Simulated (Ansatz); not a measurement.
# Mg on Cu(111): change of the work function, part 2 of 3

How does Mg on the fcc site change the work function of Cu(111) as the layer fills?

Ansatz 0.2.0; plane-wave DFT, PBE, Ansatz PAW.

So far, work function, upper face (eV): step 2 (the clean slab) 4.79.

## 3. The covered slab, k-mesh 4×4×1, coverage 0.111 ML

System of this step: Mg/Cu(111). The cell holds 37 atoms: 36 Cu and 1 Mg. Cell: a = 7.658 Å, b = 7.658 Å, c = 26.647 Å, α = 90.0°, β = 90.0°, γ = 60.0°. Vacuum lies along c.

The clean slab as it ended is repeated in the plane and the adsorbate is set on one face; the cell's size fixes the coverage, and the k-mesh shrinks with it to keep the sampling density about even. Adsorbate and upper layers relax, since the dipole depends on the height.

input.yaml reads:

```yaml
crystal:
  lattice:
    - [7.6579664403, 1.0e-10, 0.0]
    - [3.8289832201, 6.6319934787, 0.0]
    - [0.0, 0.0, 26.6474403421]
  atoms:
    - { symbol: Cu, position: [0.0, 0.0, 0.3377435087] }
    - { symbol: Cu, position: [0.1111111111, 0.1111111111, 0.4159586936] }
    - { symbol: Cu, position: [0.2222222222, 0.2222222222, 0.4941738784] }
    - { symbol: Cu, position: [0.0, 0.0, 0.5723890633] }
    - { symbol: Cu, position: [0.0, 0.3333333333, 0.3377435087] }
    - { symbol: Cu, position: [0.1111111111, 0.4444444444, 0.4159586936] }
    - { symbol: Cu, position: [0.2222222222, 0.5555555556, 0.4941738784] }
    - { symbol: Cu, position: [0.0, 0.3333333333, 0.5723890633] }
    - { symbol: Cu, position: [0.0, 0.6666666667, 0.3377435087] }
    - { symbol: Cu, position: [0.1111111111, 0.7777777778, 0.4159586936] }
    - { symbol: Cu, position: [0.2222222222, 0.8888888889, 0.4941738784] }
    - { symbol: Cu, position: [0.0, 0.6666666667, 0.5723890633] }
    - { symbol: Cu, position: [0.3333333333, 0.0, 0.3377435087] }
    - { symbol: Cu, position: [0.4444444444, 0.1111111111, 0.4159586936] }
    - { symbol: Cu, position: [0.5555555556, 0.2222222222, 0.4941738784] }
    - { symbol: Cu, position: [0.3333333333, 0.0, 0.5723890633] }
    - { symbol: Cu, position: [0.3333333333, 0.3333333333, 0.3377435087] }
    - { symbol: Cu, position: [0.4444444444, 0.4444444444, 0.4159586936] }
    - { symbol: Cu, position: [0.5555555556, 0.5555555556, 0.4941738784] }
    - { symbol: Cu, position: [0.3333333333, 0.3333333333, 0.5723890633] }
    - { symbol: Cu, position: [0.3333333333, 0.6666666667, 0.3377435087] }
    - { symbol: Cu, position: [0.4444444444, 0.7777777778, 0.4159586936] }
    - { symbol: Cu, position: [0.5555555556, 0.8888888889, 0.4941738784] }
    - { symbol: Cu, position: [0.3333333333, 0.6666666667, 0.5723890633] }
    - { symbol: Cu, position: [0.6666666667, 0.0, 0.3377435087] }
    - { symbol: Cu, position: [0.7777777778, 0.1111111111, 0.4159586936] }
    - { symbol: Cu, position: [0.8888888889, 0.2222222222, 0.4941738784] }
    - { symbol: Cu, position: [0.6666666667, 0.0, 0.5723890633] }
    - { symbol: Cu, position: [0.6666666667, 0.3333333333, 0.3377435087] }
    - { symbol: Cu, position: [0.7777777778, 0.4444444444, 0.4159586936] }
    - { symbol: Cu, position: [0.8888888889, 0.5555555556, 0.4941738784] }
    - { symbol: Cu, position: [0.6666666667, 0.3333333333, 0.5723890633] }
    - { symbol: Cu, position: [0.6666666667, 0.6666666667, 0.3377435087] }
    - { symbol: Cu, position: [0.7777777778, 0.7777777778, 0.4159586936] }
    - { symbol: Cu, position: [0.8888888889, 0.8888888889, 0.4941738784] }
    - { symbol: Cu, position: [0.6666666667, 0.6666666667, 0.5723890633] }
    - { symbol: Mg, position: [0.1111111111, 0.1111111111, 0.6622564913] }
kpoints:
  mp_grid: { grid: [4, 4, 1] }
hamiltonian:
  xc: pbe
scf:
  occupations: { method: fermi_dirac, width: 0.1 }
  convergence: { dr2_threshold: 1.0e-08 }
efield:
  axis: 3
  dipole_correction: true
  ramp_position: 0.97
  ramp_width: 0.06
relax:
  f_tol: 0.02
  max_steps: 60
  constraints:
    - { sites: [0, 1, 4, 5, 8, 9, 12, 13, 16, 17, 20, 21, 24, 25, 28, 29, 32, 33] }
output:
  write_potential: true
  write_density: true
  volumetric_format: npy
```

Started as:

```sh
ansatz run input.yaml --threads 4 --pin off --max-ram 16384MiB --backend cpu --events-out ev --progress --plain --runs-dir out
```

Log:

```text
[...]
Crystal: 37 atoms, lattice volume = 1353.359 Å³
Basis set: ecut = 420 eV, 26387 PW (Γ), exchange–correlation on 108×108×360 points (8 copies of the dense FFT grid, shifted against one another)
Bands: 417, of which v1, the nominal top of the filled ones, is band 347 counted from 1 (346 counted from 0)
Symmetry: 6 space group operations
[...]
k-points: 4 of 16 (time reversal used)
[...]
SCF iter   1: F=—  HF=-240421.739853 eV  |F-HF|=—  |Δ(HF+E_count)|=         —  Δρ=1.54e-3  dr2=9.68e-2  ethr=1.77e-3  p=0.357 e·Å  D=4.78e-2 V/Å  ΔV_dip=-1.27 eV  dr2_dipole=1.05e-2  V_vac-E_F(+/−)=3.45/4.72 eV  ⟨swp⟩=6.5  Hψ=6680  notcnv=0  defer=167
[...]
SCF iter  13: F=-240421.783425 eV  HF=-240421.783425 eV  |F-HF|=2.15e-8  |Δ(HF+E_count)|=   5.81e-8  Δρ=3.50e-7  dr2=1.46e-9  ethr=1.44e-12  p=0.373 e·Å  D=4.99e-2 V/Å  ΔV_dip=-1.33 eV  dr2_dipole=2.67e-11  V_vac-E_F(+/−)=3.48/4.81 eV  ⟨swp⟩=9.0  Hψ=10369  notcnv=0
SCF 1 converged in 13 iterations: F = -240421.783425 eV  dr2 = 1.46e-9
[...]
relax step   1: F+E_penalty+E_count = -240421.78342485 eV  Δ(F+E_penalty+E_count) = +0.000e0 eV  max|allowed force component| = 7.713e-1 eV/Å  Δτ_max = 0.0000 Å  (13 SCF iters, accepted)
[...]
iter 1 solved again at ethr=5.79e-6 eV; its pass at ethr=3.10e-3 eV (dr2=4.02e-2 eV) is discarded
[...]
SCF iter  11: F=-240421.874857 eV  HF=-240421.874857 eV  |F-HF|=1.61e-8  |Δ(HF+E_count)|=   3.64e-8  Δρ=8.83e-7  dr2=8.20e-9  ethr=1.44e-12  p=0.381 e·Å  D=5.09e-2 V/Å  ΔV_dip=-1.36 eV  dr2_dipole=1.10e-10  V_vac-E_F(+/−)=3.46/4.82 eV  ⟨swp⟩=7.5  Hψ=11196  notcnv=0
SCF 2 converged in 11 iterations: F = -240421.874857 eV  dr2 = 8.20e-9
[...]
relax step   2: F+E_penalty+E_count = -240421.87485671 eV  Δ(F+E_penalty+E_count) = -9.143e-2 eV  max|allowed force component| = 4.631e-1 eV/Å  Δτ_max = 0.1489 Å  (11 SCF iters, accepted)
SCF iter   1: F=—  HF=-240421.913879 eV  |F-HF|=—  |Δ(HF+E_count)|=         —  Δρ=1.30e-3  dr2=3.26e-2  ethr=4.11e-5  p=0.381 e·Å  D=5.09e-2 V/Å  ΔV_dip=-1.36 eV  dr2_dipole=1.79e-4  V_vac-E_F(+/−)=3.46/4.82 eV  ⟨swp⟩=7.0  Hψ=6461  notcnv=0  defer=188
[...]
SCF iter  11: F=-240421.904751 eV  HF=-240421.904751 eV  |F-HF|=4.48e-8  |Δ(HF+E_count)|=   3.22e-8  Δρ=9.37e-7  dr2=9.32e-9  ethr=1.44e-12  p=0.383 e·Å  D=5.12e-2 V/Å  ΔV_dip=-1.37 eV  dr2_dipole=3.78e-12  V_vac-E_F(+/−)=3.45/4.82 eV  ⟨swp⟩=8.0  Hψ=11435  notcnv=0
SCF 3 converged in 11 iterations: F = -240421.904751 eV  dr2 = 9.32e-9
relax step   3: F+E_penalty+E_count = -240421.90475107 eV  Δ(F+E_penalty+E_count) = -2.989e-2 eV  max|allowed force component| = 2.602e-1 eV/Å  Δτ_max = 0.1949 Å  (11 SCF iters, accepted)
[...]
relax step   4: F+E_penalty+E_count = -240421.89822145 eV  Δ(F+E_penalty+E_count) = +6.530e-3 eV  max|allowed force component| = 1.412e-1 eV/Å  Δτ_max = 0.0383 Å  (11 SCF iters, rejected (line search))
[...]
relax step   5: F+E_penalty+E_count = -240421.91118293 eV  Δ(F+E_penalty+E_count) = -6.432e-3 eV  max|allowed force component| = 1.140e-1 eV/Å  Δτ_max = 0.0183 Å  (12 SCF iters, accepted)
SCF iter   1: F=—  HF=-240421.913681 eV  |F-HF|=—  |Δ(HF+E_count)|=         —  Δρ=3.79e-4  dr2=1.30e-3  ethr=2.68e-6  p=0.382 e·Å  D=5.11e-2 V/Å  ΔV_dip=-1.36 eV  dr2_dipole=4.54e-5  V_vac-E_F(+/−)=3.46/4.82 eV  ⟨swp⟩=3.5  Hψ=3109  notcnv=0  defer=189
[...]
SCF iter   9: F=-240421.912898 eV  HF=-240421.912898 eV  |F-HF|=1.86e-8  |Δ(HF+E_count)|=  5.82e-10  Δρ=8.89e-7  dr2=9.55e-9  ethr=1.44e-12  p=0.382 e·Å  D=5.11e-2 V/Å  ΔV_dip=-1.36 eV  dr2_dipole=1.33e-9  V_vac-E_F(+/−)=3.46/4.82 eV  ⟨swp⟩=8.0  Hψ=12007  notcnv=0
SCF 6 converged in 9 iterations: F = -240421.912898 eV  dr2 = 9.55e-9
[...]
relax step   6: F+E_penalty+E_count = -240421.91289849 eV  Δ(F+E_penalty+E_count) = -1.716e-3 eV  max|allowed force component| = 2.126e-3 eV/Å  Δτ_max = 0.0194 Å  (9 SCF iters, accepted)
NSCF: frozen V_eff on 4 k-points
[...]
SCF converged after 9 iterations
Free energy (F): -240421.912898 eV
[...]
Internal energy: -240421.529439 eV  (E = F + TS)
E sigma→0 (E₀):  -240421.721169 eV
Entropy (-TS):   -0.383459 eV (-10.364 meV/atom)
Fermi energy:    2.652307 eV
Dipole field:    D = 0.051079 V/Å  (p = 0.382030 e·Å, saw-weighted, corrected)
Work function:   Φ+ = 3.4582 eV   Φ− = 4.8194 eV
[...]
--- Forces (eV/Å), atoms counted from 1 ---
  atom   1  Cu    -0.02470944    -0.01426600    -0.00772035
  atom   2  Cu    -0.00000000     0.00000000    -0.08271593
  atom   3  Cu    -0.00029321    -0.00016929     0.00088301
  atom   4  Cu    -0.00132294    -0.00076380    -0.00042669
  atom   5  Cu    -0.00000000     0.02853200    -0.00772035
  atom   6  Cu     0.01872301     0.01438253    -0.00202896
  atom   7  Cu    -0.00021728     0.00012545    -0.00020626
  atom   8  Cu    -0.00000000     0.00152759    -0.00042669
  atom   9  Cu    -0.00831715     0.00480191     0.00510667
  atom  10  Cu    -0.00309413    -0.02340586    -0.00202896
  atom  11  Cu    -0.00000000     0.00033857     0.00088301
  atom  12  Cu     0.00034474    -0.00019904     0.00025078
  atom  13  Cu     0.02470944    -0.01426600    -0.00772035
  atom  14  Cu     0.02181714     0.00902333    -0.00202896
  atom  15  Cu     0.00000000    -0.00025089    -0.00020626
  atom  16  Cu     0.00132294    -0.00076380    -0.00042669
  atom  17  Cu     0.01299446     0.00750235     0.01219413
  atom  18  Cu     0.00000000     0.00000000     0.06538603
  atom  19  Cu     0.00021728     0.00012545    -0.00020626
  atom  20  Cu     0.00029509     0.00017037    -0.00100688
  atom  21  Cu     0.00000000    -0.01500471     0.01219413
  atom  22  Cu     0.00309413    -0.02340586    -0.00202896
  atom  23  Cu     0.00074350    -0.00042926    -0.00151244
  atom  24  Cu     0.00000000    -0.00034074    -0.00100688
  atom  25  Cu     0.00000000    -0.00960382     0.00510667
  atom  26  Cu    -0.02181714     0.00902333    -0.00202896
  atom  27  Cu     0.00029321    -0.00016929     0.00088301
  atom  28  Cu    -0.00000000     0.00039807     0.00025078
  atom  29  Cu    -0.01299446     0.00750235     0.01219413
  atom  30  Cu    -0.01872301     0.01438253    -0.00202896
  atom  31  Cu    -0.00000000     0.00085852    -0.00151244
  atom  32  Cu    -0.00029509     0.00017037    -0.00100688
  atom  33  Cu     0.00831715     0.00480191     0.00510667
  atom  34  Cu    -0.00000000     0.00000000     0.00460747
  atom  35  Cu    -0.00074350    -0.00042926    -0.00151244
  atom  36  Cu    -0.00034474    -0.00019904     0.00025078
  atom  37  Mg    -0.00000000    -0.00000000     0.00212611
  max |Σ_I F_I| component: 8.42e-5 eV/Å
--- Band table (eV) ---
  k-point 0: bands = [... 343 lower, 1.0898, 1.8646, 2.0541, 2.0541, 2.2063, 2.2063, 2.2110, 2.2289, ... 66 higher]
  k-point 1: bands = [... 343 lower, 1.6923, 1.8934, 1.9209, 1.9598, 2.4476, 2.9206, 2.9331, 3.1019, ... 66 higher]
  k-point 2: bands = [... 343 lower, 2.4888, 2.4897, 2.4905, 2.4926, 3.0132, 3.0365, 3.0397, 3.0672, ... 66 higher]
  k-point 3: bands = [... 343 lower, 2.4364, 2.4989, 2.5632, 2.8027, 2.8960, 3.0213, 3.0708, 3.0737, ... 66 higher]
--- Relaxed structure (6 steps of the walk, 5 accepted, 0 SCFs on fresh bases) ---
  F+E_penalty+E_count = -240421.91289849 eV   max|allowed force component| = 2.126e-3 eV/Å
  atoms:
    - { symbol: Cu, position: [1.111111e-11, 1.111111e-11, 0.337744] }
    - { symbol: Cu, position: [0.111111, 0.111111, 0.415959] }
    - { symbol: Cu, position: [0.222307, 0.222307, 0.493666] }
    - { symbol: Cu, position: [-0.00145548, -0.00145548, 0.571390] }
    - { symbol: Cu, position: [1.111117e-11, 0.333333, 0.337744] }
    - { symbol: Cu, position: [0.111111, 0.444444, 0.415959] }
    - { symbol: Cu, position: [0.222625, 0.555354, 0.494611] }
    - { symbol: Cu, position: [-0.00145548, 0.336244, 0.571390] }
    - { symbol: Cu, position: [-2.222217e-11, 0.666667, 0.337744] }
    - { symbol: Cu, position: [0.111111, 0.777778, 0.415959] }
    - { symbol: Cu, position: [0.222307, 0.888719, 0.493666] }
    - { symbol: Cu, position: [-0.000308952, 0.666821, 0.572293] }
    - { symbol: Cu, position: [0.333333, 1.111111e-11, 0.337744] }
    - { symbol: Cu, position: [0.444444, 0.111111, 0.415959] }
    - { symbol: Cu, position: [0.555354, 0.222625, 0.494611] }
    - { symbol: Cu, position: [0.336244, -0.00145548, 0.571390] }
    - { symbol: Cu, position: [0.333333, 0.333333, 0.337744] }
    - { symbol: Cu, position: [0.444444, 0.444444, 0.415959] }
    - { symbol: Cu, position: [0.555354, 0.555354, 0.494611] }
    - { symbol: Cu, position: [0.332918, 0.332918, 0.573338] }
    - { symbol: Cu, position: [0.333333, 0.666667, 0.337744] }
    - { symbol: Cu, position: [0.444444, 0.777778, 0.415959] }
    - { symbol: Cu, position: [0.555793, 0.888770, 0.493791] }
    - { symbol: Cu, position: [0.332918, 0.667498, 0.573338] }
    - { symbol: Cu, position: [0.666667, -2.222220e-11, 0.337744] }
    - { symbol: Cu, position: [0.777778, 0.111111, 0.415959] }
    - { symbol: Cu, position: [0.888719, 0.222307, 0.493666] }
    - { symbol: Cu, position: [0.666821, -0.000308952, 0.572293] }
    - { symbol: Cu, position: [0.666667, 0.333333, 0.337744] }
    - { symbol: Cu, position: [0.777778, 0.444444, 0.415959] }
    - { symbol: Cu, position: [0.888770, 0.555793, 0.493791] }
    - { symbol: Cu, position: [0.667498, 0.332918, 0.573338] }
    - { symbol: Cu, position: [0.666667, 0.666667, 0.337744] }
    - { symbol: Cu, position: [0.777778, 0.777778, 0.415959] }
    - { symbol: Cu, position: [0.888770, 0.888770, 0.493791] }
    - { symbol: Cu, position: [0.666821, 0.666821, 0.572293] }
    - { symbol: Mg, position: [0.111111, 0.111111, 0.650770] }
```

Elapsed: 12 min, on 4 threads of Arm Neoverse V2, shared host; peak memory 9.7 GiB; 37 min of CPU time.

The steps of the relaxation:

```tsv
step	energy less that of the first step (eV)	largest force component (eV/Å)
1	0.0000	0.7713
2	-0.0914	0.4631
3	-0.1213	0.2602
4	-0.1148	0.1412
5	-0.1278	0.1140
6	-0.1295	0.0021
```

Relaxation step 4 was tried and not accepted.

Forces are held to the 6 operations that the program found; a distortion that breaks them can't arise in this run.

The atoms that moved most (Å):

```tsv
atom	dx	dy	dz	length
Mg37	0.000	0.000	-0.306	0.306
Cu16	0.017	-0.010	-0.027	0.033
Cu4	-0.017	-0.010	-0.027	0.033
Cu8	0.000	0.019	-0.027	0.033
Cu32	0.005	-0.003	0.025	0.026
Cu20	-0.005	-0.003	0.025	0.026
Cu24	0.000	0.006	0.025	0.026
Cu11	0.000	-0.001	-0.014	0.014
```

The relaxed structure:

```xyz
37
Lattice="7.6580 0.0000 0.0000 3.8290 6.6320 0.0000 0.0000 0.0000 26.6474" Properties=species:S:1:pos:R:3
Cu    0.0000    0.0000    9.0000
Cu    1.2763    0.7369   11.0842
Cu    2.5536    1.4743   13.1549
Cu   -0.0167   -0.0097   15.2261
Cu    1.2763    2.2107    9.0000
Cu    2.5527    2.9476   11.0842
Cu    3.8313    3.6831   13.1801
Cu    1.2763    2.2300   15.2261
Cu    2.5527    4.4213    9.0000
Cu    3.8290    5.1582   11.0842
Cu    5.1053    5.8940   13.1549
Cu    2.5509    4.4224   15.2501
Cu    2.5527    0.0000    9.0000
Cu    3.8290    0.7369   11.0842
Cu    5.1053    1.4764   13.1801
Cu    2.5694   -0.0097   15.2261
Cu    3.8290    2.2107    9.0000
Cu    5.1053    2.9476   11.0842
Cu    6.3793    3.6831   13.1801
Cu    3.8242    2.2079   15.2780
Cu    5.1053    4.4213    9.0000
Cu    6.3816    5.1582   11.0842
Cu    7.6593    5.8943   13.1583
Cu    5.1053    4.4268   15.2780
Cu    5.1053    0.0000    9.0000
Cu    6.3816    0.7369   11.0842
Cu    7.6570    1.4743   13.1549
Cu    5.1053   -0.0020   15.2501
Cu    6.3816    2.2107    9.0000
Cu    7.6580    2.9476   11.0842
Cu    8.9343    3.6860   13.1583
Cu    6.3864    2.2079   15.2780
Cu    7.6580    4.4213    9.0000
Cu    8.9343    5.1582   11.0842
Cu   10.2093    5.8943   13.1583
Cu    7.6597    4.4224   15.2501
Mg    1.2763    0.7369   17.3413
```

Read from the output:

| Property | Result |
| --- | --- |
| energy at zero smearing | -240421.7212 eV |
| work function, upper face | 3.458 eV |
| work function, lower face | 4.819 eV |
| dipole along the normal | 0.3820 e·Å |
| step between the vacuum levels | -1.361 eV |

Running mean over 2.084 Å of the planar mean; the ramp of the sawtooth is left out. The electron's electrostatic potential energy less the Fermi level by z:

```tsv
z (Å)	electron's electrostatic potential energy less the Fermi level (eV)
3.5	4.82
4.0	4.82
4.5	4.82
5.0	4.81
5.5	4.80
6.0	4.76
6.5	4.63
7.0	4.12
7.5	2.01
8.0	-2.75
8.5	-7.11
9.0	-8.56
9.5	-8.76
10.0	-8.80
10.5	-8.82
11.0	-8.84
11.5	-8.85
12.0	-8.86
12.5	-8.85
13.0	-8.84
13.5	-8.83
14.0	-8.80
14.5	-8.78
15.0	-8.75
15.5	-8.32
16.0	-5.81
16.5	-1.52
17.0	1.45
17.5	2.11
18.0	2.34
18.5	2.81
19.0	3.20
19.5	3.36
20.0	3.42
20.5	3.45
21.0	3.45
21.5	3.46
22.0	3.46
22.5	3.46
23.0	3.46
23.5	3.46
```

The relaxation took 6 steps and lowered the energy by 0.13 eV; the largest force on the free atoms ends at 0.0021 eV/Å.

The covered face has 3.46 eV, -1.33 eV against the clean one; the bare back face has moved by +0.03 eV, a measure of how thin the slab is.

[end of part 2 of 3]

[Long decimals in the printed logs are rounded to 6 places.]

[Logs are printed without paths, hosts, clocks, repeated set-up lines and the standing remarks that a program may print on its own settings, such as how far it seeks lower states.]

[Hosts, paths, dates, database ids (printed as entryN), source tags and the programs' standing remarks are cut or masked in the printed files.]

[Maps of the electrostatic potential energy from Ansatz leave out the sawtooth potential of an applied field or a dipole correction, so their vacuum need not be flat; planar profiles and work functions include it.]
